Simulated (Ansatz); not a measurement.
# Work function of Ni(100): what the settings cost and change, part 2 of 3

How thick a slab and how much vacuum does the work function of Ni(100) need?

Ansatz 0.2.0; plane-wave DFT, PBE, Ansatz PAW.

So far, work function, upper face (eV): step 2 (run, setting 1 layer) 5.12; step 3 (run, 2 atoms) 4.97; step 4 (slab, 3 atoms) 4.90; step 5 (run, 4 atoms) 4.88.

## (6) Run, 5 atoms

System of this step: Ni(100). The cell holds 5 atoms: 5 Ni. Its edges and angles: a = 2.489 Å, b = 2.489 Å, c = 25.040 Å, α = 90.0°, β = 90.0°, γ = 90.0°. Vacuum lies along c.

input.yaml

```yaml
crystal:
  lattice:
    - [2.4890158698, 0.0, 0.0]
    - [0.0, 2.4890158698, 0.0]
    - [0.0, 0.0, 25.04]
  atoms:
    - { symbol: Ni, position: [0.0, 0.0, 0.3594249201], spin: 0.7 }
    - { symbol: Ni, position: [0.5, 0.5, 0.4297124601], spin: 0.7 }
    - { symbol: Ni, position: [0.0, 0.0, 0.5], spin: 0.7 }
    - { symbol: Ni, position: [0.5, 0.5, 0.5702875399], spin: 0.7 }
    - { symbol: Ni, position: [0.0, 0.0, 0.6405750799], spin: 0.7 }
magnetization:
  spin_polarized: true
kpoints:
  mp_grid: { grid: [16, 16, 1] }
hamiltonian:
  xc: pbe
scf:
  occupations: { method: fermi_dirac, width: 0.1 }
  convergence: { dr2_threshold: 1.0e-09 }
efield:
  axis: 3
  dipole_correction: true
  ramp_position: 0.97
  ramp_width: 0.06
output:
  write_potential: true
  write_density: true
  volumetric_format: npy
```

On the command line:

```
ansatz run input.yaml --threads 4 --pin off --max-ram 6144MiB --backend cpu --events-out ev --progress --plain --runs-dir out
```

Log:

```text
[...]
Crystal: 5 atoms, lattice volume = 155.128 Å³
Basis set: ecut = 420 eV, 3003 PW (Γ)
Bands: 57, of which v1, the nominal top of the filled ones, is band 45 counted from 1 (44 counted from 0)
Symmetry: 8 space group operations
k-points: 45 of 256
[...]
k-point 1 ↑: bands = [... 41 lower, 2.2837, 2.3115, 2.3214, 2.5244, 2.5711, 2.5938, 2.6621, 2.7259, ... 8 higher]
  k-point 2 ↑: bands = [... 41 lower, 2.1218, 2.1982, 2.2357, 2.5092, 2.5126, 2.6558, 2.7282, 2.8540, ... 8 higher]
  k-point 44 ↓: bands = [... 41 lower, 3.6334, 3.6683, 3.9335, 3.9335, 6.4716, 6.4716, 8.4013, 8.4013, ... 8 higher]
[key lines of the parts left out:]
SCF converged after 18 iterations
Magnetization: 3.3871 μB (46.6936 up, 43.3064 down)
Free energy (F): -29196.984130 eV
Fermi energy:    3.252215 eV
Dipole field:    D = 0.000003 V/Å  (p = 0.000003 e·Å, saw-weighted, corrected)
Work function:   Φ+ = 4.9040 eV   Φ− = 4.9041 eV
```

Wall time 65 s (4 threads of Intel Xeon 6975P-C (Granite Rapids), shared host); peak memory 1.1 GiB.

The work function is 4.904 eV, +0.020 eV from the run “4 layers”, at 1.5 times its CPU time.

## (7) Run, 6 atoms

System of this step: Ni(100). The cell holds 6 atoms: 6 Ni. Its edges and angles: a = 2.489 Å, b = 2.489 Å, c = 26.800 Å, α = 90.0°, β = 90.0°, γ = 90.0°. Vacuum lies along c.

input.yaml, the sections that differ from step 6:

```yaml
crystal:
  lattice:
    - [2.4890158698, 0.0, 0.0]
    - [0.0, 2.4890158698, 0.0]
    - [0.0, 0.0, 26.8]
  atoms:
    - { symbol: Ni, position: [0.5, 0.5, 0.3358208955], spin: 0.7 }
    - { symbol: Ni, position: [0.0, 0.0, 0.4014925373], spin: 0.7 }
    - { symbol: Ni, position: [0.5, 0.5, 0.4671641791], spin: 0.7 }
    - { symbol: Ni, position: [0.0, 0.0, 0.5328358209], spin: 0.7 }
    - { symbol: Ni, position: [0.5, 0.5, 0.5985074627], spin: 0.7 }
    - { symbol: Ni, position: [0.0, 0.0, 0.6641791045], spin: 0.7 }
# magnetization, kpoints, hamiltonian, scf, efield, output: as in step 6
```

Log:

```text
[...]
Crystal: 6 atoms, lattice volume = 166.031 Å³
Basis set: ecut = 420 eV, 3225 PW (Γ)
Bands: 68, of which v1, the nominal top of the filled ones, is band 54 counted from 1 (53 counted from 0)
Symmetry: 8 space group operations
k-points: 45 of 256
[...]
k-point 1 ↑: bands = [... 50 lower, 3.3418, 3.3430, 3.3847, 3.4727, 3.5614, 3.5746, 3.6491, 3.7165, ... 10 higher]
  k-point 2 ↑: bands = [... 50 lower, 3.1270, 3.2789, 3.2891, 3.3469, 3.5155, 3.5410, 3.6635, 3.7117, ... 10 higher]
  k-point 44 ↓: bands = [... 50 lower, 4.6336, 4.6336, 4.9076, 4.9076, 7.2550, 7.2550, 8.8150, 8.8150, ... 10 higher]
[key lines of the parts left out:]
SCF converged after 20 iterations
Magnetization: 3.9758 μB (55.9879 up, 52.0121 down)
Free energy (F): -35036.736460 eV
Fermi energy:    4.227454 eV
Dipole field:    D = -0.000004 V/Å  (p = -0.000003 e·Å, saw-weighted, corrected)
Work function:   Φ+ = 4.9072 eV   Φ− = 4.9072 eV
```

Wall time 85 s (4 threads); peak memory 1.3 GiB.

The work function is 4.907 eV, +0.003 eV from the run “5 layers”, at 1.3 times its CPU time.

## (8) Slab, 8 atoms

System of this step: Ni(100). The cell holds 8 atoms: 8 Ni. Its edges and angles: a = 2.489 Å, b = 2.489 Å, c = 30.320 Å, α = 90.0°, β = 90.0°, γ = 90.0°. Vacuum lies along c.

input.yaml, the sections that differ from step 7:

```yaml
crystal:
  lattice:
    - [2.4890158698, 0.0, 0.0]
    - [0.0, 2.4890158698, 0.0]
    - [0.0, 0.0, 30.32]
  atoms:
    - { symbol: Ni, position: [0.5, 0.5, 0.2968337731], spin: 0.7 }
    - { symbol: Ni, position: [0.0, 0.0, 0.3548812665], spin: 0.7 }
    - { symbol: Ni, position: [0.5, 0.5, 0.4129287599], spin: 0.7 }
    - { symbol: Ni, position: [0.0, 0.0, 0.4709762533], spin: 0.7 }
    - { symbol: Ni, position: [0.5, 0.5, 0.5290237467], spin: 0.7 }
    - { symbol: Ni, position: [0.0, 0.0, 0.5870712401], spin: 0.7 }
    - { symbol: Ni, position: [0.5, 0.5, 0.6451187335], spin: 0.7 }
    - { symbol: Ni, position: [0.0, 0.0, 0.7031662269], spin: 0.7 }
# magnetization, kpoints, hamiltonian, scf, efield, output: as in step 7
```

Log:

```text
[...]
Crystal: 8 atoms, lattice volume = 187.838 Å³
Basis set: ecut = 420 eV, 3637 PW (Γ)
Bands: 90, of which v1, the nominal top of the filled ones, is band 72 counted from 1 (71 counted from 0)
Symmetry: 8 space group operations
k-points: 45 of 256
[...]
k-point 1 ↑: bands = [... 68 lower, 4.9190, 4.9426, 5.1013, 5.1120, 5.1355, 5.1508, 5.2245, 5.2275, ... 14 higher]
  k-point 2 ↑: bands = [... 68 lower, 4.8510, 4.8751, 4.8949, 5.0553, 5.0807, 5.1652, 5.2383, 5.3124, ... 14 higher]
  k-point 44 ↓: bands = [... 68 lower, 6.2488, 6.2488, 6.5247, 6.5247, 8.6359, 8.6359, 9.7332, 9.7332, ... 14 higher]
[key lines of the parts left out:]
SCF converged after 20 iterations
Magnetization: 5.2136 μB (74.6068 up, 69.3932 down)
Free energy (F): -46716.231724 eV
Fermi energy:    5.843900 eV
Dipole field:    D = -0.000001 V/Å  (p = -0.000001 e·Å, saw-weighted, corrected)
Work function:   Φ+ = 4.9020 eV   Φ− = 4.9019 eV
```

The job ended after 2.2 min (4 threads; peak memory 1.8 GiB).

The work function is 4.902 eV, -0.005 eV from the run “6 layers”, at 1.8 times its CPU time.

## (9) Run, 10 atoms

System of this step: Ni(100). The cell holds 10 atoms: 10 Ni. Cell: a = 2.489 Å, b = 2.489 Å, c = 33.840 Å, α = 90.0°, β = 90.0°, γ = 90.0°. Vacuum lies along c.

input.yaml, the sections that differ from step 8:

```yaml
crystal:
  lattice:
    - [2.4890158698, 0.0, 0.0]
    - [0.0, 2.4890158698, 0.0]
    - [0.0, 0.0, 33.84]
  atoms:
    - { symbol: Ni, position: [0.5, 0.5, 0.2659574468], spin: 0.7 }
    - { symbol: Ni, position: [0.0, 0.0, 0.3179669031], spin: 0.7 }
    - { symbol: Ni, position: [0.5, 0.5, 0.3699763593], spin: 0.7 }
    - { symbol: Ni, position: [0.0, 0.0, 0.4219858156], spin: 0.7 }
    - { symbol: Ni, position: [0.5, 0.5, 0.4739952719], spin: 0.7 }
    - { symbol: Ni, position: [0.0, 0.0, 0.5260047281], spin: 0.7 }
    - { symbol: Ni, position: [0.5, 0.5, 0.5780141844], spin: 0.7 }
    - { symbol: Ni, position: [0.0, 0.0, 0.6300236407], spin: 0.7 }
    - { symbol: Ni, position: [0.5, 0.5, 0.6820330969], spin: 0.7 }
    - { symbol: Ni, position: [0.0, 0.0, 0.7340425532], spin: 0.7 }
# magnetization, kpoints, hamiltonian, scf, efield, output: as in step 8
```

Log:

```text
[...]
Crystal: 10 atoms, lattice volume = 209.646 Å³
Basis set: ecut = 420 eV, 4065 PW (Γ)
Bands: 113, of which v1, the nominal top of the filled ones, is band 90 counted from 1 (89 counted from 0)
Symmetry: 8 space group operations
k-points: 45 of 256
[...]
k-point 1 ↑: bands = [... 86 lower, 6.2368, 6.2881, 6.3177, 6.3422, 6.4307, 6.4324, 6.4546, 6.5181, ... 19 higher]
  k-point 2 ↑: bands = [... 86 lower, 6.1204, 6.1220, 6.2753, 6.2835, 6.3945, 6.4118, 6.4885, 6.5595, ... 19 higher]
  k-point 44 ↓: bands = [... 86 lower, 7.5262, 7.5262, 7.8010, 7.8010, 9.7773, 9.7773, 10.5999, 10.5999, ... 19 higher]
[key lines of the parts left out:]
SCF converged after 20 iterations
Magnetization: 6.4667 μB (93.2334 up, 86.7666 down)
Free energy (F): -58395.728441 eV
Fermi energy:    7.119906 eV
Dipole field:    D = 0.000013 V/Å  (p = 0.000015 e·Å, saw-weighted, corrected)
Work function:   Φ+ = 4.9048 eV   Φ− = 4.9053 eV
```

Run time: 3 min. Hardware: 4 threads; peak memory 2.4 GiB.

The work function is 4.905 eV, +0.003 eV from the run “8 layers”, at 1.4 times its CPU time.

## (10) Run, 13 atoms

System of this step: Ni(100). The cell holds 13 atoms: 13 Ni. Its edges and angles: a = 2.489 Å, b = 2.489 Å, c = 39.120 Å, α = 90.0°, β = 90.0°, γ = 90.0°. Vacuum lies along c.

input.yaml, the sections that differ from step 9:

```yaml
crystal:
  lattice:
    - [2.4890158698, 0.0, 0.0]
    - [0.0, 2.4890158698, 0.0]
    - [0.0, 0.0, 39.12]
  atoms:
    - { symbol: Ni, position: [0.0, 0.0, 0.2300613497], spin: 0.7 }
    - { symbol: Ni, position: [0.5, 0.5, 0.2750511247], spin: 0.7 }
    - { symbol: Ni, position: [0.0, 0.0, 0.3200408998], spin: 0.7 }
    - { symbol: Ni, position: [0.5, 0.5, 0.3650306748], spin: 0.7 }
    - { symbol: Ni, position: [0.0, 0.0, 0.4100204499], spin: 0.7 }
    - { symbol: Ni, position: [0.5, 0.5, 0.4550102249], spin: 0.7 }
    - { symbol: Ni, position: [0.0, 0.0, 0.5], spin: 0.7 }
    - { symbol: Ni, position: [0.5, 0.5, 0.5449897751], spin: 0.7 }
    - { symbol: Ni, position: [0.0, 0.0, 0.5899795501], spin: 0.7 }
    - { symbol: Ni, position: [0.5, 0.5, 0.6349693252], spin: 0.7 }
    - { symbol: Ni, position: [0.0, 0.0, 0.6799591002], spin: 0.7 }
    - { symbol: Ni, position: [0.5, 0.5, 0.7249488753], spin: 0.7 }
    - { symbol: Ni, position: [0.0, 0.0, 0.7699386503], spin: 0.7 }
# magnetization, kpoints, hamiltonian, scf, efield, output: as in step 9
```

Log:

```text
[...]
Crystal: 13 atoms, lattice volume = 242.356 Å³
Basis set: ecut = 420 eV, 4699 PW (Γ)
Bands: 146, of which v1, the nominal top of the filled ones, is band 117 counted from 1 (116 counted from 0)
Symmetry: 8 space group operations
k-points: 45 of 256
[...]
k-point 1 ↑: bands = [... 113 lower, 7.7219, 7.7760, 7.8167, 7.8767, 7.8836, 7.9073, 7.9147, 7.9728, ... 25 higher]
  k-point 2 ↑: bands = [... 113 lower, 7.6401, 7.7410, 7.7448, 7.7687, 7.8532, 7.8678, 7.9191, 7.9737, ... 25 higher]
  k-point 44 ↓: bands = [... 113 lower, 9.0130, 9.0130, 9.2874, 9.2874, 11.1468, 11.1468, 11.7219, 11.7219, ... 25 higher]
[key lines of the parts left out:]
SCF converged after 21 iterations
Magnetization: 8.3577 μB (121.1789 up, 112.8211 down)
Free energy (F): -75914.973133 eV
Fermi energy:    8.605908 eV
Dipole field:    D = 0.000021 V/Å  (p = 0.000028 e·Å, saw-weighted, corrected)
Work function:   Φ+ = 4.9029 eV   Φ− = 4.9036 eV
```

Wall time 5.1 min (4 threads); peak memory 3.4 GiB.

The work function is 4.903 eV, -0.002 eV from the run “10 layers”, at 1.7 times its CPU time.

## (11) Slab, 7 atoms

System of this step: Ni(100). The cell holds 7 atoms: 7 Ni. Its edges and angles: a = 2.489 Å, b = 2.489 Å, c = 20.560 Å, α = 90.0°, β = 90.0°, γ = 90.0°. Vacuum lies along c.

input.yaml, the sections that differ from step 10:

```yaml
crystal:
  lattice:
    - [2.4890158698, 0.0, 0.0]
    - [0.0, 2.4890158698, 0.0]
    - [0.0, 0.0, 20.56]
  atoms:
    - { symbol: Ni, position: [0.0, 0.0, 0.2431906615], spin: 0.7 }
    - { symbol: Ni, position: [0.5, 0.5, 0.3287937743], spin: 0.7 }
    - { symbol: Ni, position: [0.0, 0.0, 0.4143968872], spin: 0.7 }
    - { symbol: Ni, position: [0.5, 0.5, 0.5], spin: 0.7 }
    - { symbol: Ni, position: [0.0, 0.0, 0.5856031128], spin: 0.7 }
    - { symbol: Ni, position: [0.5, 0.5, 0.6712062257], spin: 0.7 }
    - { symbol: Ni, position: [0.0, 0.0, 0.7568093385], spin: 0.7 }
# magnetization, kpoints, hamiltonian, scf, efield, output: as in step 10
```

Log:

```text
[...]
Crystal: 7 atoms, lattice volume = 127.373 Å³
Basis set: ecut = 420 eV, 2477 PW (Γ)
Bands: 79, of which v1, the nominal top of the filled ones, is band 63 counted from 1 (62 counted from 0)
Symmetry: 8 space group operations
k-points: 45 of 256
[...]
k-point 1 ↑: bands = [... 59 lower, 7.9742, 8.1558, 8.1753, 8.1844, 8.2465, 8.3337, 8.3344, 8.4002, ... 12 higher]
  k-point 2 ↑: bands = [... 59 lower, 7.8979, 7.9355, 8.1166, 8.1622, 8.2729, 8.3265, 8.3404, 8.4241, ... 12 higher]
  k-point 44 ↓: bands = [... 59 lower, 9.3774, 9.3780, 9.6522, 9.6522, 11.8637, 11.8637, 13.1590, 13.1590, ... 12 higher]
[key lines of the parts left out:]
SCF converged after 19 iterations
Magnetization: 4.6237 μB (65.3118 up, 60.6882 down)
Free energy (F): -40876.481977 eV
Fermi energy:    8.970529 eV
Dipole field:    D = 0.000015 V/Å  (p = 0.000011 e·Å, saw-weighted, corrected)
Work function:   Φ+ = 4.9044 eV (in doubt: plateau slope 3.4e-2 eV/Å)   Φ− = 4.9063 eV (in doubt: plateau slope 2.4e-2 eV/Å)
```

The job ended after 63 s (4 threads; peak memory 1.2 GiB).

The work function is 4.904 eV. The program marks this work function as in doubt.

## (12) Run, 7 atoms

The cell differs from the one that the last finished run ended in (c 20.560 → 24.560 Å).

input.yaml, the sections that differ from step 11:

```yaml
crystal:
  lattice:
    - [2.4890158698, 0.0, 0.0]
    - [0.0, 2.4890158698, 0.0]
    - [0.0, 0.0, 24.56]
  atoms:
    - { symbol: Ni, position: [0.0, 0.0, 0.2850162866], spin: 0.7 }
    - { symbol: Ni, position: [0.5, 0.5, 0.3566775244], spin: 0.7 }
    - { symbol: Ni, position: [0.0, 0.0, 0.4283387622], spin: 0.7 }
    - { symbol: Ni, position: [0.5, 0.5, 0.5], spin: 0.7 }
    - { symbol: Ni, position: [0.0, 0.0, 0.5716612378], spin: 0.7 }
    - { symbol: Ni, position: [0.5, 0.5, 0.6433224756], spin: 0.7 }
    - { symbol: Ni, position: [0.0, 0.0, 0.7149837134], spin: 0.7 }
# magnetization, kpoints, hamiltonian, scf, efield, output: as in step 11
```

Log:

```text
[...]
Crystal: 7 atoms, lattice volume = 152.154 Å³
Basis set: ecut = 420 eV, 2947 PW (Γ)
Bands: 79, of which v1, the nominal top of the filled ones, is band 63 counted from 1 (62 counted from 0)
Symmetry: 8 space group operations
k-points: 45 of 256
[...]
k-point 1 ↑: bands = [... 59 lower, 5.7137, 5.8955, 5.9147, 5.9239, 5.9860, 6.0732, 6.0739, 6.1396, ... 12 higher]
  k-point 2 ↑: bands = [... 59 lower, 5.6372, 5.6749, 5.8561, 5.9016, 6.0124, 6.0660, 6.0802, 6.1636, ... 12 higher]
  k-point 44 ↓: bands = [... 59 lower, 7.1169, 7.1175, 7.3916, 7.3917, 9.6033, 9.6033, 10.8985, 10.8985, ... 12 higher]
[key lines of the parts left out:]
SCF converged after 18 iterations
Magnetization: 4.6237 μB (65.3119 up, 60.6881 down)
Free energy (F): -40876.481948 eV
Fermi energy:    6.710001 eV
Dipole field:    D = -0.000004 V/Å  (p = -0.000003 e·Å, saw-weighted, corrected)
Work function:   Φ+ = 4.9094 eV   Φ− = 4.9093 eV
```

Elapsed: 71 s, on 4 threads; peak memory 1.4 GiB; 4.5 min of CPU time.

The work function is 4.909 eV, +0.005 eV from the run “7 layers, 10 Å of vacuum”, at 1.2 times its CPU time.

[end of part 2 of 3]

[Long decimals in the printed logs are rounded to 6 places.]

[Logs are printed without paths, hosts, clocks, repeated set-up lines and the standing remarks that a program may print on its own settings, such as how far it seeks lower states.]

[Hosts, paths, dates, database ids (printed as entryN), source tags and the programs' standing remarks are cut or masked in the printed files.]

[Maps of the electrostatic potential energy from Ansatz leave out the sawtooth potential of an applied field or a dipole correction, so their vacuum need not be flat; planar profiles and work functions include it.]
